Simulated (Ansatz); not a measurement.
# NaVSe3 (model cell, started as cubic perovskite with V in the octahedra): a soft mode frozen in, part 3 of 3

Aim: this structure of NaVSe3 (model cell, started as cubic perovskite with V in the octahedra) is to be tested for unstable modes, and one is followed downhill.

Ansatz 0.2.0; DFT PBE, scalar-relativistic, plane waves, PAW.

So far. Step 4 (The mode frozen in, largest atomic shift 0.32 Å): The run ends at a pressure of 1.73 GPa, with forces up to 1.4 eV/Å. Step 5 (Energy along the mode, all amplitudes (two of the runs …): The lowest of the steps tried is at 0.32 Å, 31.1 meV/atom below the parent; the bottom of the well need not coincide with a step. The relaxed cell has a = 4.585, c = 6.468 Å (conventional setting).

The structure was built from a prototype and need not be the compound's stable phase.

**7. Modes of the new phase**

A relaxed structure may still be a saddle point, so its zone-centre modes are computed. No field response is asked, since the mesh shows no gap.

Input file input.yaml:

```yaml
crystal:
  lattice:
    - [4.5854978898, 0.0, 0.0]
    - [0.0, 6.4681339403, 0.0]
    - [0.0, 0.0, 4.5854978898]
  atoms:
    - { symbol: Na, position: [0.0, 0.1214154959, 0.0] }
    - { symbol: V, position: [0.5, 0.3613716918, 0.5] }
    - { symbol: Se, position: [0.5, 0.4896137512, 0.0] }
    - { symbol: Se, position: [0.5, 0.0156242567, 0.5] }
    - { symbol: Se, position: [0.0, 0.4896137512, 0.5] }
kpoints:
  mp_grid: { grid: [6, 6, 6] }
hamiltonian:
  xc: pbe
scf:
  occupations: { method: methfessel_paxton, width: 0.15 }
output:
  eigenvalues: true
phonons:
  method: dfpt
```

On the command line:

```bash
> ansatz run input.yaml --threads 8 --pin off --max-ram 14336MiB --backend cpu --events-out ev --progress --plain --runs-dir out
```

Numbers of over 12 decimals in the logs are rounded to 6 here.

The log of the run:

```text
zone centre: on kpoints.mp_grid the ground state, and the responses unless they are solved on pairs of k-points, stand on 64 of the mesh's 216 k-points, reduced under 4 symmetry operations, with k and −k counted as one. Each operation leaves every solved displacement unchanged or reverses it
[...]
Crystal: 5 atoms, lattice volume = 136.004 Å³
Basis set: ecut = 420 eV, 2701 PW (Γ), exchange–correlation on 64×90×64 points (8 copies of the dense FFT grid, shifted against one another)
Bands: 42, of which v1, the nominal top of the filled ones, is band 35 counted from 1 (34 counted from 0)
Symmetry: 8 space group operations
k-points: 64 of 216 (irreducible under 4 space group operations, time reversal used)
[...]
SCF iter   1: F=—  HF=-20808.941892 eV  |F-HF|=—  |Δ(HF+E_count)|=         —  Δρ=3.66e-3  dr2=1.49e-2  ethr=1.77e-3  ⟨swp⟩=5.9  Hψ=9536  notcnv=0
[...]
SCF iter  13: F=-20808.941383 eV  HF=-20808.941383 eV  |F-HF|=7.28e-12  |Δ(HF+E_count)|=    0.00e0  S|Δr|=    0.00e0  Δρ=2.37e-8  dr2=1.01e-12  ethr=1.00e-12  ⟨swp⟩=5.9  Hψ=10363  notcnv=0
SCF 1 converged in 13 iterations: F = -20808.941383 eV  dr2 = 1.01e-12
[...]
DFPT response loops at Γ: preconditioner auto → none (partly filled bands, converged f_vac=0.175); β = 0.50; Broyden in place of MSR1
SCF converged after 13 iterations
[...]
Free energy (F): -20808.941383 eV
[...]
Internal energy: -20808.925470 eV  (E = F + TS)
E sigma→0 (E₀):  -20808.937405 eV
Entropy (-TS):   -0.015913 eV (-3.183 meV/atom)
Fermi energy:    6.118750 eV
[...]
--- Band table (eV; the first three rows and the last of 64) ---
  k-point 0: bands = [... 31 lower, 3.7263, 3.9903, 5.3170, 5.6325, 5.6325, 7.5691, 7.5691, 7.7703, ... 3 higher]
  k-point 1: bands = [... 31 lower, 3.7290, 4.0995, 4.6107, 5.3097, 6.2112, 6.6139, 7.5380, 7.8561, ... 3 higher]
  k-point 2: bands = [... 31 lower, 3.5692, 3.9702, 4.0880, 4.4351, 6.1867, 6.6862, 7.2388, 7.4569, ... 3 higher]
  k-point 63: bands = [... 31 lower, 3.1749, 4.9323, 4.9323, 6.1582, 6.1582, 6.4269, 6.6350, 7.2395, ... 3 higher]
--- Phonons (Γ-DFPT): 9 representative perturbations + reference, on 64 of 216 k-points (Σ response iterations 29) ---
  k mesh reduced under 4 symmetry operations, with k and −k counted as one. Each operation leaves every solved displacement unchanged or reverses it
  ASR residual: 5.476e-5 → 0.000e0 eV/Å²; symmetrization residual: 5.464e-6 eV/Å²
  ASR residual per site (eV/Å²): 5.48e-5 3.91e-5 1.83e-5 7.36e-6 1.83e-5
[...]
non-analytic LO–TO correction: not included (Born effective charges unavailable; polar crystals: no LO–TO splitting at Γ)
```

Run time: 1.7 min. Hardware: 8 threads of Arm Neoverse N1, shared host; peak memory 1.6 GiB.

This step gave:

```yaml
sum_rule_residual_before_enforcement: 5.48e-5 eV/Å²
point_group: 4mm
highest_optical_mode_at_the_zone_centre_no_lo_to_term: 372.8 cm⁻¹
lowest_optical_zone_centre_mode: -89.86 cm⁻¹
```

Patterns of degenerate modes are one choice out of their space. Modes at Γ, with each element's share of the kinetic energy (negative means imaginary):

```
mode  frequency (cm⁻¹)  symmetry  Na %  V %  Se %
   1             -89.9         E     0   28    72
   2             -89.9         E     0   28    72
   3               0.0  acoustic     7   16    76
   4               0.0  acoustic     7   16    76
   5               0.0  acoustic     7   16    76
   6              80.3        B1     0    0   100
   7              81.2        A1    92    3     5
   8              88.2         E    79    0    20
   9              88.2         E    79    0    20
  10              89.0         E    13   21    67
  11              89.0         E    13   21    67
  12             143.3        A1     0   15    85
  13             237.6         E     0   35    65
  14             237.6         E     0   35    65
  15             372.8        A1     0   66    34
```

Displacements in mode 1 (-89.9 cm⁻¹), the largest set to 1:
```
Na1 -0.12  0.00  0.00
V2  -0.82  0.00 -0.01
Se3  1.00  0.00  0.00
Se4 -0.37  0.00  0.00
Se5 -0.07  0.00  0.01
```

Displacements in mode 7 (81.2 cm⁻¹), the largest set to 1:
```
Na1  0.00  1.00  0.00
V2   0.00 -0.12  0.00
Se3  0.00 -0.07  0.00
Se4  0.00 -0.07  0.00
Se5  0.00 -0.07  0.00
```

Before it was imposed, the acoustic sum rule was missed by 5.5e-5 eV/Å². Small misses are needed for a sound result but don't prove that mesh and cutoff are converged. The lowest optical mode is imaginary, 89.9i cm⁻¹, so the energy falls along it.

**8. Outcome**

```yaml
unstable_mode_of_the_parent: q = (0, 0, 0), 144i cm⁻¹
depth_at_the_lowest_point_sampled: 31.1 meV/atom
largest_atomic_shift_at_that_point: 0.32 Å
space_group_reached_within_0p01_a: P4mm
energy_gained_over_the_parent_first_relaxation_on_the_mesh_of_the_frozen_mode: 117 meV/atom
volume_per_atom_phase_reached: 27.2 Å³
lowest_optical_zone_centre_mode_phase_reached: -89.9 cm⁻¹
highest_optical_mode_at_the_zone_centre_no_lo_to_term_phase_reached: 373 cm⁻¹
```

**Reading.** Along this mode the structure falls into P4mm, 117 meV/atom below the parent. At the parent's cell the well is 31.14 meV/atom deep on the steps tried, with its lowest point at a shift of 0.32 Å. Relaxing atoms and cell changes the gain by +85.57 meV/atom against the lowest step (energies at zero smearing). Most of the total comes from this relaxation. The new phase still has an imaginary mode at the zone centre of its cell, so it is a saddle point on the way to a lower structure. Of the 8 patterns followed to their end from this parent, this one ends 32.6 meV/atom above the lowest, Amm2. Each path keeps the symmetry of its pattern, so a lower phase may lie along a pattern not tried. With no gap, or one that is small against the smearing, the frequencies hang on the k mesh and the smearing, most of all near Kohn anomalies. The phonon runs are without spin polarisation, although V often carries a moment. The volume moved by more than a tenth on the k mesh of the start, so the energy gain is rough. A phonon run warned that its eigensolver left some bands unconverged in a pass. The starting cell was built on a prototype and not taken from a measurement, so the phase need not exist.

[Logs are printed without paths, hosts, clocks, repeated set-up lines and the standing remarks that a program may print on its own settings, such as how far it seeks lower states.]

[Hosts, paths, dates, database ids (printed as entryN), source tags and the programs' standing remarks are cut or masked in the printed files.]
